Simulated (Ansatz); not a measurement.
# BeC2 (built on the sites of a database entry of BaC2): following an unstable mode, part 2 of 2

Aim: this structure of BeC2 (built on the sites of a database entry of BaC2) is to be tested for unstable modes, and one is followed downhill.

Ansatz 0.2.0; DFT PBE+D4, scalar-relativistic, plane waves, PAW.

So far, highest frequency on the path or at a solved wavevector (cm⁻¹): step 2 (response at finite wavevector) 2026. Also lowest frequency on the path (cm⁻¹): step 2 -406.

The structure was built from a prototype and need not be the compound's stable phase.

## (4) The mode frozen in, largest atomic shift 0.45 Å

The atoms are moved along the unstable eigenvector, the largest shift by 0.45 Å, with the cell fixed.

The input, input.yaml:

```yaml
crystal:
  lattice:
    - [-1.8293136088, 1.8293136088, 2.3198747691]
    - [1.8293136088, -1.8293136088, 2.3198747691]
    - [7.3172544351, 7.3172544351, 0.0]
  atoms:
    - { symbol: Be, position: [0.0, 0.0, 0.0] }
    - { symbol: Be, position: [0.4130280205, 0.5869719795, 0.25] }
    - { symbol: Be, position: [0.0, 0.0, 0.5] }
    - { symbol: Be, position: [0.5869719795, 0.4130280205, 0.75] }
    - { symbol: C, position: [0.1701771478, 0.0987146102, 0.25] }
    - { symbol: C, position: [0.634445879, 0.634445879, 0.5] }
    - { symbol: C, position: [0.0987146102, 0.1701771478, 0.75] }
    - { symbol: C, position: [0.634445879, 0.634445879, 0.0] }
    - { symbol: C, position: [0.9012853898, 0.8298228522, 0.25] }
    - { symbol: C, position: [0.365554121, 0.365554121, 0.5] }
    - { symbol: C, position: [0.8298228522, 0.9012853898, 0.75] }
    - { symbol: C, position: [0.365554121, 0.365554121, 0.0] }
kpoints:
  mp_grid: { grid: [8, 8, 4] }
hamiltonian:
  xc: pbe
  dispersion: d4
scf:
  occupations: { method: gaussian, width: 0.02 }
output:
  forces: true
  stress: true
  eigenvalues: true
```

Run with:

```bash
$ ansatz run input.yaml --threads 4 --pin off --max-ram 7168MiB --backend cpu --events-out ev --progress --plain --runs-dir out
```

Numbers of over 12 decimals in the logs are rounded to 6 here.

Log:

```text
[...]
Crystal: 12 atoms, lattice volume = 124.211 Å³
Basis set: ecut = 420 eV, 2429 PW (Γ), exchange–correlation on 48×48×144 points (8 copies of the dense FFT grid, shifted against one another)
Bands: 32, of which v1, the nominal top of the filled ones, is band 20 counted from 1 (19 counted from 0)
Symmetry: 8 space group operations
[...]
k-points: 63 of 256
[...]
k-point 0: bands = [... 16 lower, 2.5399, 3.4819, 3.5548, 3.5958, 5.2211, 5.5631, 6.8548, 7.4528, ... 5 higher]
  k-point 1: bands = [... 16 lower, 2.9885, 3.4934, 3.5446, 3.5525, 5.2605, 5.4978, 6.9551, 7.3734, ... 5 higher]
  k-point 2: bands = [... 16 lower, 3.3754, 3.3754, 3.5198, 3.5198, 5.3672, 5.3672, 7.1739, 7.1739, ... 5 higher]
  k-point 62: bands = [... 16 lower, 2.3765, 2.3765, 3.3354, 3.3354, 6.9295, 6.9295, 9.6322, 9.6322, ... 5 higher]
[key lines of the parts left out:]
SCF converged after 7 iterations
Free energy (F): -2371.322267 eV
Fermi energy:    4.423419 eV
P = ⅓ Tr σ = -2.7872 GPa (-27.872 kbar)
```

The job ended after 4.7 s (4 threads of Arm Neoverse V1, shared host; peak memory 0.52 GiB).

This step gave:

```
pressure                         : -2.787 GPa
gap on the k-mesh                : 1.596 eV
energy from the undistorted cell : -41.84 meV/atom
```

The energy, extrapolated to zero smearing, is -41.84 meV/atom against the undistorted cell.

The run ends at a pressure of -2.79 GPa, with forces up to 1.2 eV/Å.

## (5) Energy along the mode, all amplitudes (two of the runs are shown above)

An imaginary frequency means negative curvature, so the energy should fall and then rise again as anharmonic terms take over.

This step gave:

- depth at the lowest point sampled: 41.84 meV/atom
- largest atomic shift at that point: 0.45 Å

Table of energy from the parent by largest atomic shift:

```tsv
largest atomic shift (Å)	energy from the parent (meV/atom)
0.000	0
0.040	-0.971
0.080	-3.82
0.140	-11.1
0.220	-24.1
0.320	-38.4
0.450	-41.8
0.600	3.41
```

Displacement at unit largest shift by atom:

```tsv
atom	x (Å)	y (Å)	z (Å)	size
Be1	0.000	0.000	0.000	0.000
Be2	0.707	-0.707	0.000	1.000
Be3	0.000	0.000	0.000	0.000
Be4	-0.707	0.707	0.000	1.000
C5	-0.291	0.291	0.000	0.412
C6	0.000	0.000	0.000	0.000
C7	0.291	-0.291	0.000	0.412
C8	0.000	0.000	0.000	0.000
C9	-0.291	0.291	0.000	0.412
C10	0.000	0.000	0.000	0.000
C11	0.291	-0.291	0.000	0.412
C12	0.000	0.000	0.000	0.000
```

The lowest of the steps tried is at 0.45 Å, 41.8 meV/atom below the parent; the bottom of the well need not coincide with a step.

## (6) Relaxing from the distorted cell

Starting from the lowest point found, all atoms and the cell are let go, so that strain and other modes of the same symmetry can join in.

input.yaml: that of step 4 with these lines changed.

```diff
@@ -24,3 +24,3 @@
 scf:
-  occupations: { method: gaussian, width: 0.02 }
+  occupations: { method: fixed }
 output:
@@ -29 +29,6 @@
   eigenvalues: true
+relax:
+  adjacent_minimum: "off"
+  f_tol: 0.002
+  max_steps: 120
+  cell: { stress_tol: 0.03 }
```

Log:

```text
[...]
Crystal: 12 atoms, lattice volume = 124.211 Å³
Basis set: ecut = 420 eV, 2429 PW (Γ), exchange–correlation on 48×48×144 points (8 copies of the dense FFT grid, shifted against one another)
Bands: 32, of which v1, the nominal top of the filled ones, is band 20 counted from 1 (19 counted from 0)
Symmetry: 8 space group operations
[...]
k-points: 63 of 256
[...]
SCF iter   1: F=—  HF=-2371.339384 eV  |F-HF|=—  |Δ(HF+E_count)|=         —  Δρ=6.10e-3  dr2=8.96e-2  ethr=1.77e-3  ⟨swp⟩=5.3  Hψ=8610  notcnv=0  defer=564
[...]
SCF iter   7: F=-2371.322267 eV  HF=-2371.322267 eV  |F-HF|=6.31e-9  |Δ(HF+E_count)|=   1.97e-7  Δρ=1.94e-6  dr2=5.16e-9  ethr=2.50e-10  ⟨swp⟩=12.7  Hψ=12423  notcnv=0
SCF 1 converged in 7 iterations: F = -2371.322267 eV  dr2 = 5.16e-9
[...]
relax step   1: F+E_penalty+E_count = -2371.32226654 eV  Δ(F+E_penalty+E_count) = +0.000e0 eV  max|allowed force component| = 1.225e0 eV/Å  Δτ_max = 0.0000 Å  P = -2.787 GPa  Ω = 124.211 Å³  (7 SCF iters, dr2 threshold 1.00e-7 eV, accepted)
Crystal: 12 atoms, lattice volume = 123.665 Å³
Basis set: ecut = 420 eV, 2441 PW (Γ), exchange–correlation on 48×48×144 points (8 copies of the dense FFT grid, shifted against one another)
[...]
iter 1 solved again at ethr=1.86e-3 eV; its pass at ethr=3.10e-3 eV (dr2=7.45e-1 eV) is discarded
[...]
SCF iter   6: F=-2371.462556 eV  HF=-2371.462556 eV  |F-HF|=2.84e-8  |Δ(HF+E_count)|=   3.31e-6  Δρ=1.30e-5  dr2=2.96e-7  ethr=3.00e-9  ⟨swp⟩=11.5  Hψ=11632  notcnv=0
SCF 2 converged in 6 iterations: F = -2371.462556 eV  dr2 = 2.96e-7
[...]
relax step   2: F+E_penalty+E_count = -2371.46255633 eV  Δ(F+E_penalty+E_count) = -1.403e-1 eV  max|allowed force component| = 2.659e-1 eV/Å  Δτ_max = 0.1911 Å  P = -1.200 GPa  Ω = 123.665 Å³  energy of the carried Pulay correction = +1.104e-3 eV  (6 SCF iters, dr2 threshold 1.20e-6 eV, accepted)
Crystal: 12 atoms, lattice volume = 124.029 Å³
Basis set: ecut = 420 eV, 2453 PW (Γ), exchange–correlation on 48×48×144 points (8 copies of the dense FFT grid, shifted against one another)
[...]
SCF iter   5: F=-2371.482893 eV  HF=-2371.482893 eV  |F-HF|=5.30e-8  |Δ(HF+E_count)|=   9.34e-7  Δρ=8.73e-6  dr2=8.05e-8  ethr=3.00e-9  ⟨swp⟩=10.5  Hψ=11301  notcnv=0
SCF 3 converged in 5 iterations: F = -2371.482893 eV  dr2 = 8.05e-8
[...]
relax step   3: F+E_penalty+E_count = -2371.48289343 eV  Δ(F+E_penalty+E_count) = -2.034e-2 eV  max|allowed force component| = 4.968e-2 eV/Å  Δτ_max = 0.0242 Å  P = +0.066 GPa  Ω = 124.029 Å³  energy of the carried Pulay correction = +3.680e-4 eV  (5 SCF iters, dr2 threshold 1.20e-6 eV, accepted)
[... from here on, the SCF cycles and remarks between the steps are left out ...]
relax step   4: F+E_penalty+E_count = -2371.48231952 eV  Δ(F+E_penalty+E_count) = +5.739e-4 eV  max|allowed force component| = 2.530e-2 eV/Å  Δτ_max = 0.0032 Å  P = -0.026 GPa  Ω = 124.836 Å³  energy of the carried Pulay correction = -1.258e-3 eV  (4 SCF iters, dr2 threshold 3.32e-7 eV, accepted)
relax step   5: F+E_penalty+E_count = -2371.48219159 eV  Δ(F+E_penalty+E_count) = +1.279e-4 eV  max|allowed force component| = 8.937e-3 eV/Å  Δτ_max = 0.0024 Å  P = -0.009 GPa  Ω = 124.936 Å³  energy of the carried Pulay correction = -1.458e-3 eV  (4 SCF iters, dr2 threshold 4.00e-8 eV, accepted)
relax step   6: F+E_penalty+E_count = -2371.48221040 eV  Δ(F+E_penalty+E_count) = -1.881e-5 eV  max|allowed force component| = 5.598e-3 eV/Å  Δτ_max = 0.0014 Å  P = -0.005 GPa  Ω = 124.939 Å³  energy of the carried Pulay correction = -1.463e-3 eV  (5 SCF iters, dr2 threshold 4.99e-9 eV, accepted)
relax step   7: F+E_penalty+E_count = -2371.48221552 eV  Δ(F+E_penalty+E_count) = -5.118e-6 eV  max|allowed force component| = 1.352e-4 eV/Å  Δτ_max = 0.0001 Å  P = +0.000 GPa  Ω = 124.936 Å³  energy of the carried Pulay correction = -1.458e-3 eV  (4 SCF iters, dr2 threshold 1.96e-9 eV, accepted)
relax step   8: F+E_penalty+E_count = -2371.48745519 eV  Δ(F+E_penalty+E_count) = -5.240e-3 eV  max|allowed force component| = 3.197e-4 eV/Å  Δτ_max = 0.0000 Å  P = +0.047 GPa  Ω = 124.936 Å³  stress off target by 2.28e-1 GPa  SCF on the basis re-selected at this cell (its energy is not comparable with the rows above)  (5 SCF iters)
relax step   9: F+E_penalty+E_count = -2371.48678787 eV  Δ(F+E_penalty+E_count) = +6.673e-4 eV  max|allowed force component| = 9.826e-3 eV/Å  Δτ_max = 0.0019 Å  P = +0.018 GPa  Ω = 125.472 Å³  energy of the carried Pulay correction = -1.160e-3 eV  (4 SCF iters, dr2 threshold 1.29e-7 eV, accepted)
relax step  10: F+E_penalty+E_count = -2371.48668321 eV  Δ(F+E_penalty+E_count) = +1.047e-4 eV  max|allowed force component| = 5.889e-4 eV/Å  Δτ_max = 0.0028 Å  P = +0.003 GPa  Ω = 125.533 Å³  energy of the carried Pulay correction = -1.288e-3 eV  (5 SCF iters, dr2 threshold 6.03e-9 eV, accepted)
Basis set: ecut = 420 eV, 2471 PW (Γ), exchange–correlation on 48×48×150 points (8 copies of the dense FFT grid, shifted against one another)
[...]
SCF iter   1: F=—  HF=-2371.488081 eV  |F-HF|=—  |Δ(HF+E_count)|=         —  Δρ=3.04e-5  dr2=1.60e-7  ethr=7.62e-7  ⟨swp⟩=3.1  Hψ=13066  notcnv=0  defer=629
eigensolver tolerance schedule: the retry pair's looser diagonalisation over-reported the residual by 1903.23 of it (diagonalisation noise at 0.88 of the residual, at the tolerance the schedule requests for it); recorded, not acted on — ethr = c·dr2/N_el stays at c = 1.0e-1
[...]
SCF iter   2: F=—  HF=-2371.488094 eV  |F-HF|=—  |Δ(HF+E_count)|=   1.32e-5  Δρ=1.63e-5  dr2=4.41e-8  ethr=4.00e-10  ⟨swp⟩=3.0  Hψ=3415  notcnv=0  defer=582
[...]
SCF iter   5: F=-2371.488094 eV  HF=-2371.488094 eV  |F-HF|=5.46e-12  |Δ(HF+E_count)|=  2.00e-10  Δρ=1.04e-7  dr2=1.13e-11  ethr=1.00e-12  ⟨swp⟩=13.5  Hψ=13550  notcnv=0
SCF 11 converged in 5 iterations: F = -2371.488094 eV  dr2 = 1.13e-11
relax step  11: F+E_penalty+E_count = -2371.48809412 eV  Δ(F+E_penalty+E_count) = -1.411e-3 eV  max|allowed force component| = 7.683e-4 eV/Å  Δτ_max = 0.0000 Å  P = +0.006 GPa  Ω = 125.533 Å³  stress off target by 2.34e-2 GPa  SCF on the basis re-selected at this cell (its energy is not comparable with the rows above)  (5 SCF iters)
[...]
SCF converged after 5 iterations
Free energy (F): -2371.488094 eV
[...]
Internal energy: -2371.488094 eV  (E = F + TS)
E sigma→0 (E₀):  -2371.488094 eV
Fermi energy:    3.533527 eV
[...]
--- Forces (eV/Å), atoms counted from 1 ---
  atom   1  Be    -0.00000000     0.00000000     0.00000000
  atom   2  Be     0.00050885    -0.00050885     0.00000000
  atom   3  Be     0.00000000    -0.00000000    -0.00000000
  atom   4  Be    -0.00050885     0.00050885    -0.00000000
  atom   5  C      0.00021882    -0.00021882    -0.00006370
  atom   6  C     -0.00000000     0.00000000    -0.00076833
  atom   7  C     -0.00021882     0.00021882    -0.00006370
  atom   8  C     -0.00000000    -0.00000000    -0.00076833
  atom   9  C      0.00021882    -0.00021882     0.00006370
  atom  10  C      0.00000000    -0.00000000     0.00076833
  atom  11  C     -0.00021882     0.00021882     0.00006370
  atom  12  C      0.00000000     0.00000000     0.00076833
  max |Σ_I F_I| component: 5.54e-17 eV/Å
--- Stress (GPa, compression-positive) ---
        0.011503       0.011852       0.000000
        0.011852       0.011503      -0.000000
        0.000000      -0.000000      -0.005646
  P = ⅓ Tr σ = 0.0058 GPa (0.058 kbar)
--- Band table (eV; the first three rows and the last of 63) ---
  k-point 0: bands = [... 16 lower, 2.5509, 3.2757, 3.4537, 3.4980, 5.1451, 5.3861, 6.6747, 7.1070, ... 8 higher]
  k-point 1: bands = [... 16 lower, 2.5711, 3.1978, 3.4553, 3.4900, 5.1747, 5.3434, 6.7432, 7.0472, ... 8 higher]
  k-point 2: bands = [... 16 lower, 2.9359, 2.9359, 3.4707, 3.4707, 5.2528, 5.2528, 6.8993, 6.8993, ... 8 higher]
  k-point 62: bands = [... 16 lower, 2.0381, 2.0381, 3.0675, 3.0675, 6.8335, 6.8335, 9.6657, 9.6657, ... 8 higher]
--- Relaxed structure (9 steps of the walk, 9 accepted, 2 SCFs on fresh bases) ---
  F+E_penalty+E_count = -2371.48809412 eV   max|allowed force component| = 7.683e-4 eV/Å   (the final SCF, on the basis selected at the relaxed cell)
  cell:  # Å, volume = 125.5331 Å³
    - [-1.802065, 1.802065, 2.279727]
    - [1.802065, -1.802065, 2.279727]
    - [7.639149, 7.639149, 0]
  atoms:
    - { symbol: Be, position: [-5.928463598598913e-19, 5.283113791698433e-19, 1.2347552192127294e-19] }
    - { symbol: Be, position: [0.445094, 0.554906, 0.25] }
    - { symbol: Be, position: [0, 0, 0.500000] }
    - { symbol: Be, position: [0.554906, 0.445094, 0.750000] }
    - { symbol: C, position: [0.202414, 0.073119, 0.250000] }
    - { symbol: C, position: [0.635968, 0.635968, 0.500000] }
    - { symbol: C, position: [0.073119, 0.202414, 0.750000] }
    - { symbol: C, position: [0.635968, 0.635968, 1.2347552192127152e-19] }
    - { symbol: C, position: [0.926881, 0.797586, 0.250000] }
    - { symbol: C, position: [0.364032, 0.364032, 0.500000] }
    - { symbol: C, position: [0.797586, 0.926881, 0.750000] }
    - { symbol: C, position: [0.364032, 0.364032, 1.2347552192127068e-19] }
```

Elapsed: 46 s, on 4 threads; peak memory 0.55 GiB; 3 min of CPU time.

The steps of the relaxation:

```tsv
step	energy less that of the first step (eV)	largest force component (eV/Å)	pressure (GPa)	volume (Å³)
1	0.0000	1.2246	-2.79	124.21
2	-0.1403	0.2659	-1.20	123.67
3	-0.1606	0.0497	0.07	124.03
4	-0.1601	0.0253	-0.03	124.84
5	-0.1599	0.0089	-0.01	124.94
6	-0.1599	0.0056	-0.01	124.94
7	-0.1599	0.0001	0.00	124.94
8*	-0.1652	0.0003	0.05	124.94
9	-0.1645	0.0098	0.02	125.47
10	-0.1644	0.0006	0.00	125.53
11*	-0.1658	0.0008	0.01	125.53
```

Relaxation steps marked * repeat the geometry before them on a plane-wave basis chosen anew for their cell, so energy and pressure can jump there.

The run keeps the 8 symmetry operations that it works with, so distortions that break them were not tested.

```tsv
conventional cell, symmetrised	before	after	change
a (Å)	4.640	4.559	-1.7 %
b (Å)	5.174	5.097	-1.5 %
c (Å)	10.348	10.803	+4.4 %
volume (Å³/atom)	10.35	10.46	+1.1 %
```

The atoms that moved most (Å, as changes of fractional coordinates times the final cell):

```tsv
atom	dx	dy	dz	length
Be2	-0.116	0.116	0.000	0.163
Be4	0.116	-0.116	0.000	0.163
C11	0.104	-0.104	-0.015	0.148
C7	0.104	-0.104	0.015	0.148
C9	-0.104	0.104	-0.015	0.148
C5	-0.104	0.104	0.015	0.148
C10	0.000	0.000	-0.007	0.007
C6	0.000	0.000	0.007	0.007
```

The relaxed structure:

```
Be C
1.0
    -1.80207    1.80207    2.27973
     1.80207   -1.80207    2.27973
     7.63915    7.63915    0.00000
Be C
4 8
Direct
  0.00000 0.00000 0.00000
  0.44509 0.55491 0.25000
  0.00000 0.00000 0.50000
  0.55491 0.44509 0.75000
  0.20241 0.07312 0.25000
  0.63597 0.63597 0.50000
  0.07312 0.20241 0.75000
  0.63597 0.63597 0.00000
  0.92688 0.79759 0.25000
  0.36403 0.36403 0.50000
  0.79759 0.92688 0.75000
  0.36403 0.36403 0.00000
```

Numbers from this step:

```yaml
pressure: 0.005786 GPa
gap_on_the_k_mesh: 1.612 eV
volume_per_atom: 10.46 Å³
```

The distorted start has space group Cmcm; the relaxation ends in Cmcm.

## (7) The phases reached

The phases reached along the modes that were followed are set side by side.

Energies are those of the first relaxation, on the mesh of the frozen mode; space group, volume and gap are those of the last relaxation. Phases, by row:

```tsv
mode frozen in	space group	energy from parent (meV/atom)	volume (Å³/atom)	gap on mesh (eV)	lowest zone-centre optical mode (cm⁻¹)	largest shift (Å)
parent	I4/mmm	0	10.35	2.4	–	–
q = (0, 0, -0.5), 406i cm⁻¹	Cmcm	-139.8	10.61	1.851	-110.1	0.363
q = (0, 0, 0.25), 395i cm⁻¹	Cmcm	-55.66	10.46	1.612	–	0.33
```

## (8) Results

| Quantity | Value |
| --- | --- |
| unstable mode of the parent | q = (0, 0, 0.25), 395i cm⁻¹ |
| depth at the lowest point sampled | 41.8 meV/atom |
| largest atomic shift at that point | 0.45 Å |
| space group reached (within 0.01 Å) | Cmcm |
| energy gained over the parent (first relaxation, on the mesh of the frozen mode) | 55.7 meV/atom |
| volume per atom, phase reached | 10.5 Å³ |
| gap on the k-mesh, phase reached | 1.61 eV |

**Reading.** Along this mode the structure falls into Cmcm, 55.7 meV/atom below the parent. At the parent's cell the well is 41.84 meV/atom deep on the steps tried, with its lowest point at a shift of 0.45 Å. Relaxing atoms and cell changes the gain by +13.82 meV/atom against the lowest step (energies at zero smearing). The modes of the phase reached were not computed on this path. Of the 2 patterns followed to their end from this parent, this one ends 84.2 meV/atom above the lowest, Cmcm. Each path keeps the symmetry of its pattern, so a lower phase may lie along a pattern not tried. The program warns that the interpolation holds no quadrupole term, so branches close to Γ can be off in this crystal. In the phonons the program treats the change of the C6 weights of the dispersion term with coordination only in part. The starting cell was built on a prototype and not taken from a measurement, so the phase need not exist.

[Logs are printed without paths, hosts, clocks, repeated set-up lines and the standing remarks that a program may print on its own settings, such as how far it seeks lower states.]

[Hosts, paths, dates, database ids (printed as entryN), source tags and the programs' standing remarks are cut or masked in the printed files.]
